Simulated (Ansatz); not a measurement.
# What AgB (built on the sites of a database entry of InAg) distorts into

Which phase does AgB (built on the sites of a database entry of InAg) fall into along its unstable mode, and how much energy does it gain?

Program: Ansatz 0.2.0. Level of theory: DFT PBEsol, scalar-relativistic, plane waves, PAW. Results are calculated unless marked as measured.

The structure was built from a prototype and need not be the compound's stable phase.

## 1. Starting point

Symmetry: Pm-3m, No. 221, cubic system. Conventional cell: a = 2.861 Å, b = 2.861 Å, c = 2.861 Å, α = 90.00°, β = 90.00°, γ = 90.00°. Nearest to B lie 8 Ag at 2.48 Å. Nearest to Ag lie 8 B at 2.48 Å. Farther neighbours are not listed.

Structure file:

```cif
data_structure
_symmetry_space_group_name_H-M 'Pm-3m'
_symmetry_Int_Tables_number 221
_cell_length_a 2.8609
_cell_length_b 2.8609
_cell_length_c 2.8609
_cell_angle_alpha 90.000
_cell_angle_beta 90.000
_cell_angle_gamma 90.000
_cell_volume 23.42
loop_
_atom_site_label
_atom_site_type_symbol
_atom_site_symmetry_multiplicity
_atom_site_Wyckoff_symbol
_atom_site_fract_x
_atom_site_fract_y
_atom_site_fract_z
_atom_site_occupancy
B1 B 1 b 0.50000 0.50000 0.50000 1
Ag1 Ag 1 a 0.00000 0.00000 0.00000 1
```

## 2. The dispersion

The cell comes from relaxations at this level that are not shown. Stability and thermal properties need the whole zone. Linear response on a 4×4×4 q mesh gives force constants as far as a supercell of that size would.

input.yaml

```yaml
crystal:
  lattice:
    - [2.8609203463, 0.0, 0.0]
    - [0.0, 2.8609203463, 0.0]
    - [0.0, 0.0, 2.8609203463]
  atoms:
    - { symbol: B, position: [0.5, 0.5, 0.5] }
    - { symbol: Ag, position: [0.0, 0.0, 0.0] }
kpoints:
  mp_grid: { grid: [16, 16, 16] }
hamiltonian:
  xc: pbesol
scf:
  occupations: { method: methfessel_paxton, width: 0.2 }
output:
  eigenvalues: true
phonons:
  method: dfpt
  qmesh: [4, 4, 4]
  temperatures: { t_max: 1000, t_step: 50 }
  qpath:
    path:
      - [[0.0, 0.0, 0.0], [0.0, 0.5, 0.0], [0.5, 0.5, 0.0], [0.0, 0.0, 0.0], [0.5, 0.5, 0.5], [0.0, 0.5, 0.0]]
      - [[0.5, 0.5, 0.5], [0.5, 0.5, 0.0]]
    npoints: 10
```

Command:

```
ansatz run input.yaml --threads 4 --pin off --max-ram 7168MiB --backend cpu --events-out ev --progress --plain --runs-dir out
```

Numbers of over 12 decimals in the logs are rounded to 6 here.

Output:

```text
Engine: ansatz 0.2.0, aarch64-unknown-linux-gnu
Pseudopotentials: kind: paw
Pseudopotential: B, paw, valence charge 3, recommended cutoff 420 eV (normal), B.paw.azcp
Pseudopotential: Ag, paw, valence charge 19, recommended cutoff 420 eV (normal), Ag.paw.azcp
Functional definition: PBEsol
  exchange = pbesol_x
  correlation = pbesol_c
Crystal: 2 atoms, lattice volume = 23.416 Å³
Basis set: ecut = 420 eV, 461 PW (Γ), exchange–correlation on 40×40×40 points (8 copies of the dense FFT grid, shifted against one another)
Bands: 15, of which v1, the nominal top of the filled ones, is band 11 counted from 1 (10 counted from 0)
Symmetry: 48 space group operations
k-points: 165 of 4096
Non-local potential: B, projectors of the file, l = 0: 2, l = 1: 2, l = 2: 1
Non-local potential: Ag, projectors of the file, l = 0: 3, l = 1: 2, l = 2: 2, l = 3: 1
PAW form: soft (Blöchl's): semilocal exchange-correlation on the pseudo side does not see the compensation charge
PAW frozen core: B, regenerated for the run's functional, and the local potential with it (the file was generated under x = pbe(κ = 0.804, μ = 0.219515), c = pbe(β = 0.066725))
PAW frozen core: Ag, regenerated for the run's functional, and the local potential with it (the file was generated under x = pbe(κ = 0.804, μ = 0.219515), c = pbe(β = 0.066725))
PAW one-centre angular grid: B, 110 points (default); XC on 64 Gauss nodes
PAW one-centre angular grid: Ag, 590 points (default); XC on 64 Gauss nodes
Initial density: superposition of atomic densities (neutral atoms: chi_scale 0, normalization atom), corrected by the library's trained network
Initial wavefunctions: pseudopotential atomic-orbital guess
Functional: x = pbesol(κ = 0.804, μ = 0.123457), c = pbesol(β = 0.046)
SCF iter   1: F=—  HF=-7672.294780 eV  |F-HF|=—  |Δ(HF+E_count)|=         —  Δρ=1.05e-2  dr2=2.07e-2  ethr=1.77e-3  ⟨swp⟩=4.2  Hψ=10748  notcnv=0
preconditioner: auto → none  [metal: Δε(μ)=0.005 eV  Ē_g=11.433 eV  σ=0.200 eV  W_gap=0.02  n_scr=6 (ndim 8)  ℏωp=28.7 eV  f_vac=0.000  D(μ)=0.69/eV (n_scr^D=6)  sad-step TF]
SCF iter   2: F=—  HF=-7672.289754 eV  |F-HF|=—  |Δ(HF+E_count)|=   5.03e-3  S|Δr|=    0.00e0  Δρ=4.76e-3  dr2=4.52e-3  ethr=9.40e-5  ⟨swp⟩=1.0  Hψ=3814  notcnv=0
SCF iter   3: F=—  HF=-7672.288193 eV  |F-HF|=—  |Δ(HF+E_count)|=   1.56e-3  S|Δr|=    0.00e0  Δρ=5.54e-4  dr2=5.43e-5  ethr=2.06e-5  ⟨swp⟩=2.1  Hψ=3557  notcnv=0
SCF iter   4: F=—  HF=-7672.288175 eV  |F-HF|=—  |Δ(HF+E_count)|=   1.72e-5  S|Δr|=    0.00e0  Δρ=5.31e-5  dr2=3.60e-7  ethr=2.47e-7  ⟨swp⟩=2.1  Hψ=3708  notcnv=0
SCF iter   5: F=—  HF=-7672.288166 eV  |F-HF|=—  |Δ(HF+E_count)|=   9.29e-6  S|Δr|=    0.00e0  Δρ=6.54e-6  dr2=7.38e-9  ethr=1.64e-9  ⟨swp⟩=2.8  Hψ=4504  notcnv=0
SCF iter   6: F=—  HF=-7672.288166 eV  |F-HF|=—  |Δ(HF+E_count)|=   1.61e-9  S|Δr|=    0.00e0  Δρ=4.17e-7  dr2=3.06e-11  ethr=3.35e-11  ⟨swp⟩=2.6  Hψ=4240  notcnv=0
SCF iter   7: F=-7672.288166 eV  HF=-7672.288166 eV  |F-HF|=0.00e0  |Δ(HF+E_count)|=  9.09e-12  S|Δr|=    0.00e0  Δρ=2.34e-8  dr2=7.31e-14  ethr=1.00e-12  ⟨swp⟩=5.0  Hψ=9102  notcnv=0
the search or the solves at the SCF's close seem to have found levels that the self-consistency loop had missed (the run counts 1). By its estimate they hold under 1e-12 electrons; where the run keeps them, the occupations were computed again with them
SCF 1 converged in 7 iterations: F = -7672.288166 eV  dr2 = 7.31e-14
  greatest PAW one-centre occupation: 1.001 electrons in one spin orbital (limit 2), on the Ag atom at site 1 (counted from 0), in its partial waves of l = 0
Initial density: read from a saved state, or passed on in memory by an earlier SCF of this step, an earlier step, the calling program or the single point that the run made first
iter 1 solved again at ethr=4.83e-10 eV; its pass at ethr=3.10e-3 eV (dr2=1.06e-7 eV) is discarded
SCF iter   1: F=—  HF=-7672.288166 eV  |F-HF|=—  |Δ(HF+E_count)|=         —  Δρ=1.12e-7  dr2=3.69e-12  ethr=4.83e-10  ⟨swp⟩=4.1  Hψ=19259  notcnv=0
preconditioner: auto → none  [metal: Δε(μ)=0.050 eV  Ē_g=11.459 eV  σ=0.200 eV  W_gap=0.21  n_scr=6 (ndim 8)  ℏωp=28.7 eV  f_vac=0.000  D(μ)=0.69/eV (n_scr^D=6)]
SCF iter   2: F=-7672.288166 eV  HF=-7672.288166 eV  |F-HF|=1.82e-12  |Δ(HF+E_count)|=  4.29e-10  S|Δr|=    0.00e0  Δρ=1.13e-7  dr2=2.99e-12  ethr=1.00e-12  ⟨swp⟩=4.6  Hψ=8740  notcnv=0
SCF 2 converged in 2 iterations: F = -7672.288166 eV  dr2 = 2.99e-12
phonons: the bands overlap, so this run is a metal and interpolates without the dipole-dipole term. If the crystal is really an insulator or semiconductor, its LO-TO splitting is missing
NSCF: frozen V_eff on 165 k-points
NSCF: frozen V_eff on 405 k-points
DFPT response loops at q = (0, 0, 0) (fractional): preconditioner auto → Kerker (q_TF=auto, 2.700 Å⁻¹) (partly filled bands, converged f_vac=0.000); β = 1.00, the filter's whole step (`scf.mixing.beta` (0.50) is not read by the response loops under this deck's `scf.mixing.preconditioner`; to damp them name `kerker` or `kerker_dos`, under which they read `scf.mixing.beta`, and type it under 1.00, their step now; both keys bind the ground state too); Broyden in place of MSR1
NSCF: frozen V_eff on 2592 k-points
DFPT response loops at q = (0, 0, 0.25) (fractional): mixed as the last ones told, above
NSCF: frozen V_eff on 1458 k-points
DFPT response loops at q = (0, 0, -0.5) (fractional): mixed as the last ones told, above
NSCF: frozen V_eff on 4608 k-points
DFPT response loops at q = (0, 0.25, 0.25) (fractional): mixed as the last ones told, above
NSCF: frozen V_eff on 2592 k-points
DFPT response loops at q = (0, 0.25, -0.5) (fractional): mixed as the last ones told, above
NSCF: frozen V_eff on 1458 k-points
DFPT response loops at q = (0, -0.5, -0.5) (fractional): mixed as the last ones told, above
NSCF: frozen V_eff on 4352 k-points
DFPT response loops at q = (0.25, 0.25, 0.25) (fractional): mixed as the last ones told, above
NSCF: frozen V_eff on 4608 k-points
DFPT response loops at q = (0.25, 0.25, -0.5) (fractional): mixed as the last ones told, above
NSCF: frozen V_eff on 2592 k-points
DFPT response loops at q = (0.25, -0.5, -0.5) (fractional): mixed as the last ones told, above
NSCF: frozen V_eff on 810 k-points
DFPT response loops at q = (-0.5, -0.5, -0.5) (fractional): mixed as the last ones told, above
SCF converged after 7 iterations
Stability not checked: this state was not tested for a lower state beside it, because cold or Methfessel-Paxton smearing, or corrected tetrahedra, fill the levels in a way that the test cannot read (fill_not_monotonic; see scf.lower_state_search)
Free energy (F): -7672.288166 eV
Harris-Foulkes:  -7672.288166 eV  (|F-HF|=0.00e0)
Internal energy: -7672.288959 eV  (E = F + TS)
E sigma→0 (E₀):  -7672.288364 eV
Entropy (-TS):   0.000793 eV (0.396 meV/atom)
Fermi energy:    16.745522 eV
--- Per-component energies (eV) ---
  E_band       = -238.220743
  E_kinetic    = 567.595228
  E_local      = -2461.367386  (includes V_loc(G=0)·N_el)
  E_nonlocal   = 94.106166
  E_hartree    = 1121.370692
  E_xc         = -214.504252
  E_vxc        = -271.056520  (∫ρ·V_xc dr)
  E_paw        = -3907.818750  (= ΣΔE_a)
  E_vpaw       = -410.239914  (= ΣTr[D̂ρ^β])
  E_aug_tail   = 0.000283  (compensation charges beyond the density's cutoff)
  E_ewald      = -2872.008389
  E_core_change = 0.337450  (= ΣΔE_core)
  E_smearing   = 0.000793  (= −TS)
  E_closure    = -0.000000  (closes the sum)
  Σ components = -7672.288166   (vs F -7672.288166, Δ=0.00e0)
--- Band table (eV; the first three rows and the last of 165) ---
  k-point 0: bands = [... 7 lower, 11.9683, 11.9683, 11.9683, 18.5087, 18.5087, 18.5087, 25.4615, 29.0173]
  k-point 1: bands = [... 7 lower, 11.9093, 11.9093, 11.9722, 18.2189, 18.6179, 18.6179, 25.5923, 28.9546]
  k-point 2: bands = [... 7 lower, 11.7487, 11.7487, 11.9833, 17.4833, 18.9272, 18.9272, 25.8655, 28.7753]
  k-point 164: bands = [... 7 lower, 12.8393, 12.8393, 14.0991, 19.3069, 19.3069, 19.3069, 20.9071, 20.9071]
--- Phonons (Γ-DFPT): 2 representative perturbations + reference (Σ response iterations 7) ---
  ASR residual: 9.231e-6 → 0.000e0 eV/Å²; symmetrization residual: 8.713e-7 eV/Å²
  ASR residual per site (eV/Å²): 2.43e-7 9.23e-6
  Γ frequencies (cm⁻¹): 0.00 0.00 0.00 187.54 187.54 187.54
--- Phonons (arbitrary-q DFPT): 10 irreducible q on the 4×4×4 mesh ---
  q = [0.0000, 0.0000, 0.0000] (star 1, of the zone-centre solve; hermiticity 1.37e-6, symmetrization 5.04e-12): -0.00 0.00 0.00 187.54 187.54 187.54
  q = [0.0000, 0.0000, 0.2500] (star 6, 4 solved perturbations in 4032 linear systems a pass and spin channel, the states on 1296 of 4096 k-point pairs; hermiticity 2.88e-7, symmetrization 2.19e-12): -12.38 -12.38 119.30 190.29 190.29 217.53
  q = [0.0000, 0.0000, -0.5000] (star 3, 4 solved perturbations in 2268 linear systems a pass and spin channel, the states on 729 of 4096 k-point pairs; hermiticity 4.94e-9, symmetrization 1.28e-9): 40.08 40.08 168.10 187.79 187.79 274.45
  q = [0.0000, 0.2500, 0.2500] (star 12, 4 solved perturbations in 7056 linear systems a pass and spin channel, the states on 2304 of 4096 k-point pairs; hermiticity 2.47e-7, symmetrization 1.57e-13): 42.42 52.28 118.72 206.61 215.66 238.39
  q = [0.0000, 0.2500, -0.5000] (star 12, 6 solved perturbations on 1296 of 4096 k-point pairs; hermiticity 9.76e-8, symmetrization 6.26e-10): 64.52 91.59 113.14 228.33 238.45 239.42
  q = [0.0000, -0.5000, -0.5000] (star 3, 4 solved perturbations in 2268 linear systems a pass and spin channel, the states on 729 of 4096 k-point pairs; hermiticity 1.57e-7, symmetrization 1.25e-11): -54.01 -54.01 67.51 235.90 235.90 250.28
  q = [0.2500, 0.2500, 0.2500] (star 8, 2 solved perturbations on 2176 of 4096 k-point pairs; hermiticity 9.16e-8, symmetrization 7.69e-13): -21.33 -21.33 116.21 195.32 195.32 304.66
  q = [0.2500, 0.2500, -0.5000] (star 12, 4 solved perturbations in 7056 linear systems a pass and spin channel, the states on 2304 of 4096 k-point pairs; hermiticity 6.29e-8, symmetrization 1.98e-9): -49.13 110.50 113.50 156.45 189.89 266.46
  q = [0.2500, -0.5000, -0.5000] (star 6, 4 solved perturbations in 4032 linear systems a pass and spin channel, the states on 1296 of 4096 k-point pairs; hermiticity 1.70e-7, symmetrization 4.39e-9): -112.74 -112.74 117.32 181.85 192.28 192.28
  q = [-0.5000, -0.5000, -0.5000] (star 1, 2 solved perturbations on 405 of 4096 k-point pairs; hermiticity 1.06e-9, symmetrization 5.28e-10): -141.74 -141.74 -141.74 148.66 148.66 148.66
  sum rule: each row above includes the acoustic sum rule's correction from the zone centre's row sums; it moved no ω² by more than (0.15 cm⁻¹)²
  mesh force constants: q→R imaginary residual 2.50e-18; ASR residual 9.231e-6 → 0.000e0 eV/Å²; symmetrization residual 6.217e-15 eV/Å²
  interpolated dispersion: 62 rows × 6 modes
  density of states and harmonic sums: on the 24×24×24 q-mesh, interpolated from the force constants of a 4×4×4 supercell (no non-analytic term)
  largest difference from the sums on the solved wave vectors: F 1.32e-1 eV, S 1.70e-4 and C_V 4.02e-5 eV/K
  zero-point energy: 0.051837 eV/cell   skipped modes (ω ≤ 0): 308, of them read as no rigid motion or as one in doubt: 305 (5.639e-1 modes/cell left out, lowest -141.74 cm⁻¹)   left out of the sums: 9.40e-2 of the cell's modes: C_V's classical limit lies that fraction below 3 k_B per atom; for a crystal, a wire or a layer, F and S can be off by more, and a phonons.interpolated_qmesh denser along its periods is the remedy for the sampling
```

Elapsed: 8.6 min, on 4 threads of Arm Neoverse N1, shared host; peak memory 2 GiB.

In the SCF lines HF is the Harris–Foulkes energy and dr2 the Hartree energy of the density residual, in eV; the loop may stop once dr2 is under the threshold and the program's other checks hold. Hψ counts applications of the Hamiltonian.

This step gave:

```
volume per atom                                         : 11.71 Å³
gap on the k-mesh                                       : 0 eV
sum-rule residual before enforcement                    : 9.23e-6 eV/Å²
lowest frequency on the path                            : -141.7 cm⁻¹
point group                                             : m-3m
highest frequency on the path or at a solved wavevector : 304.7 cm⁻¹
highest optical mode at the zone centre (no LO-TO term) : 187.5 cm⁻¹
lowest optical zone-centre mode                         : 187.5 cm⁻¹
lowest mode on the q mesh (acoustic modes at Γ apart)   : -141.7 cm⁻¹
```

Frequencies (cm⁻¹) solved at each irreducible wavevector; negative means imaginary. Frequencies by wavevector, by row:

```csv
q in reciprocal lattice units,star,mode 1,mode 2,mode 3,mode 4,mode 5,mode 6
0 0 0,1,0,0,0,187.5,187.5,187.5
0 0 0.25,6,-12.4,-12.4,119.3,190.3,190.3,217.5
0 0 -0.5,3,40.1,40.1,168.1,187.8,187.8,274.4
0 0.25 0.25,12,42.4,52.3,118.7,206.6,215.7,238.4
0 0.25 -0.5,12,64.5,91.6,113.1,228.3,238.4,239.4
0 -0.5 -0.5,3,-54,-54,67.5,235.9,235.9,250.3
0.25 0.25 0.25,8,-21.3,-21.3,116.2,195.3,195.3,304.7
0.25 0.25 -0.5,12,-49.1,110.5,113.5,156.4,189.9,266.5
0.25 -0.5 -0.5,6,-112.7,-112.7,117.3,181.8,192.3,192.3
-0.5 -0.5 -0.5,1,-141.7,-141.7,-141.7,148.7,148.7,148.7
```

Interpolated from a 4×4×4 q mesh. The phonon branches at the labelled points (cm⁻¹):

```csv
point,branch 1,branch 2,branch 3,branch 4,branch 5,branch 6
Γ,0,0,0,188,188,188
halfway,-12,-12,119,190,190,218
X,40,40,168,188,188,274
halfway,64,92,113,228,238,239
M,-54,-54,68,236,236,250
halfway,42,52,119,207,216,238
Γ,0,0,0,188,188,188
halfway,-21,-21,116,195,195,305
R,-142,-142,-142,149,149,149
halfway,-49,110,114,156,190,266
X,40,40,168,188,188,274
jump to R,-142,-142,-142,149,149,149
halfway,-113,-113,117,182,192,192
M,-54,-54,68,236,236,250
```

The phonon branches as a text plot (rows in cm⁻¹):

```
    295 |                              ****
    277 |      ***                                   *  **
    258 |         *    *             **             * **
    240 |    **    ***********             *       *  **      ***
    221 |   *     **       ****     *                         **
    202 |  *     **          ****      **         *  *  *
    184 |*********             ********  ** *      *******  **
    165 |      ***                         * *   ** *   ** *
    147 |     *   *                         ******     *  * *
    128 |   **     *       **                     ** **    **
    109 |                 *  **        ****        **        *
     91 |          **    *     *     **    *       * **       *
     72 |  *      * *******     *   *             *   **   *   **
     54 | *      *** *     ***                       *  *
     35 |*     ***    *   ****** * *                     *
     16 |    **       *        *** ****           *
     -2 |*              *       ***    *
    -21 | ***            *              *
    -39 |               *                ** *
    -58 |              *                            *           *
    -77 |                                  *     *            **
    -95 |                                        * *
   -114 |                                   **               *
   -132 |                                    ******       ***
         Γ      X      M          Γ            R        X|R     M
```

Symmetry leaves 10 wavevectors to solve. The lowest mode among them, the acoustic zeros apart, lies at q = (-0.5, -0.5, -0.5) and is imaginary, 141.7i cm⁻¹, so the energy falls along it.

## 3. The mode frozen in, largest atomic shift 0 Å

The mode followed lies at q = (-0.5, -0.5, -0.5) with frequency 141.7i cm⁻¹ and is 3-fold degenerate, the softest among the wavevectors solved. At small amplitude the distorted cell has space group no. 166 by a symmetry search on the positions. The undistorted cell that holds it gives the zero of energy on the same k mesh.

System of this step: AgB (built on the sites of a database entry of InAg). It takes space group Pm-3m (No. 221, cubic). The conventional cell has a = 2.861 Å, b = 2.861 Å, c = 2.861 Å, α = 90.00°, β = 90.00°, γ = 90.00°. Nearest to B lie 8 Ag at 2.48 Å. Ag has 8 B at 2.48 Å nearest. Farther neighbours are not listed.

input.yaml

```yaml
crystal:
  lattice:
    - [2.8609203463, 2.8609203463, 0.0]
    - [2.8609203463, 0.0, 2.8609203463]
    - [2.8609203463, 0.0, -2.8609203463]
  atoms:
    - { symbol: B, position: [0.5, 0.25, 0.75] }
    - { symbol: B, position: [0.5, 0.75, 0.25] }
    - { symbol: Ag, position: [0.0, 0.0, 1.0] }
    - { symbol: Ag, position: [0.0, 0.5, 0.5] }
kpoints:
  mp_grid: { grid: [14, 14, 14] }
hamiltonian:
  xc: pbesol
scf:
  occupations: { method: methfessel_paxton, width: 0.2 }
output:
  forces: true
  stress: true
  eigenvalues: true
```

Output:

```text
[...]
Crystal: 4 atoms, lattice volume = 46.832 Å³
Basis set: ecut = 420 eV, 941 PW (Γ), exchange–correlation on 60×60×60 points (8 copies of the dense FFT grid, shifted against one another)
Bands: 27, of which v1, the nominal top of the filled ones, is band 22 counted from 1 (21 counted from 0)
Symmetry: 96 space group operations
[...]
k-points: 104 of 2744
[...]
k-point 0: bands = [... 18 lower, 12.8384, 14.1012, 18.5105, 18.5105, 18.5105, 19.3081, 19.3081, 19.3081, ... 1 higher]
  k-point 1: bands = [... 18 lower, 12.7752, 14.2101, 18.4759, 18.4771, 18.4771, 18.4975, 19.0735, 19.0735, ... 1 higher]
  k-point 2: bands = [... 18 lower, 12.5946, 14.4928, 17.1346, 18.3831, 18.3831, 18.4593, 18.6710, 18.6710, ... 1 higher]
  k-point 103: bands = [... 18 lower, 11.7255, 11.8316, 13.7798, 13.8638, 18.2062, 19.2419, 21.1045, 21.3108, ... 1 higher]
[key lines of the parts left out:]
SCF converged after 6 iterations
Free energy (F): -15344.575240 eV
Fermi energy:    16.761979 eV
P = ⅓ Tr σ = 0.0812 GPa (0.812 kbar)
```

Wall time 2.9 s (4 threads); peak memory 0.39 GiB; 10 s of CPU time.

This step gave:

```
pressure                         : 0.08116 GPa
energy from the undistorted cell : 0 meV/atom
```

The run ends at a pressure of 0.08 GPa.

(Continued in part 2 of 3.)

[Logs are printed without paths, hosts, clocks, repeated set-up lines and the standing remarks that a program may print on its own settings, such as how far it seeks lower states.]

[Hosts, paths, dates, database ids (printed as entryN), source tags and the programs' standing remarks are cut or masked in the printed files.]
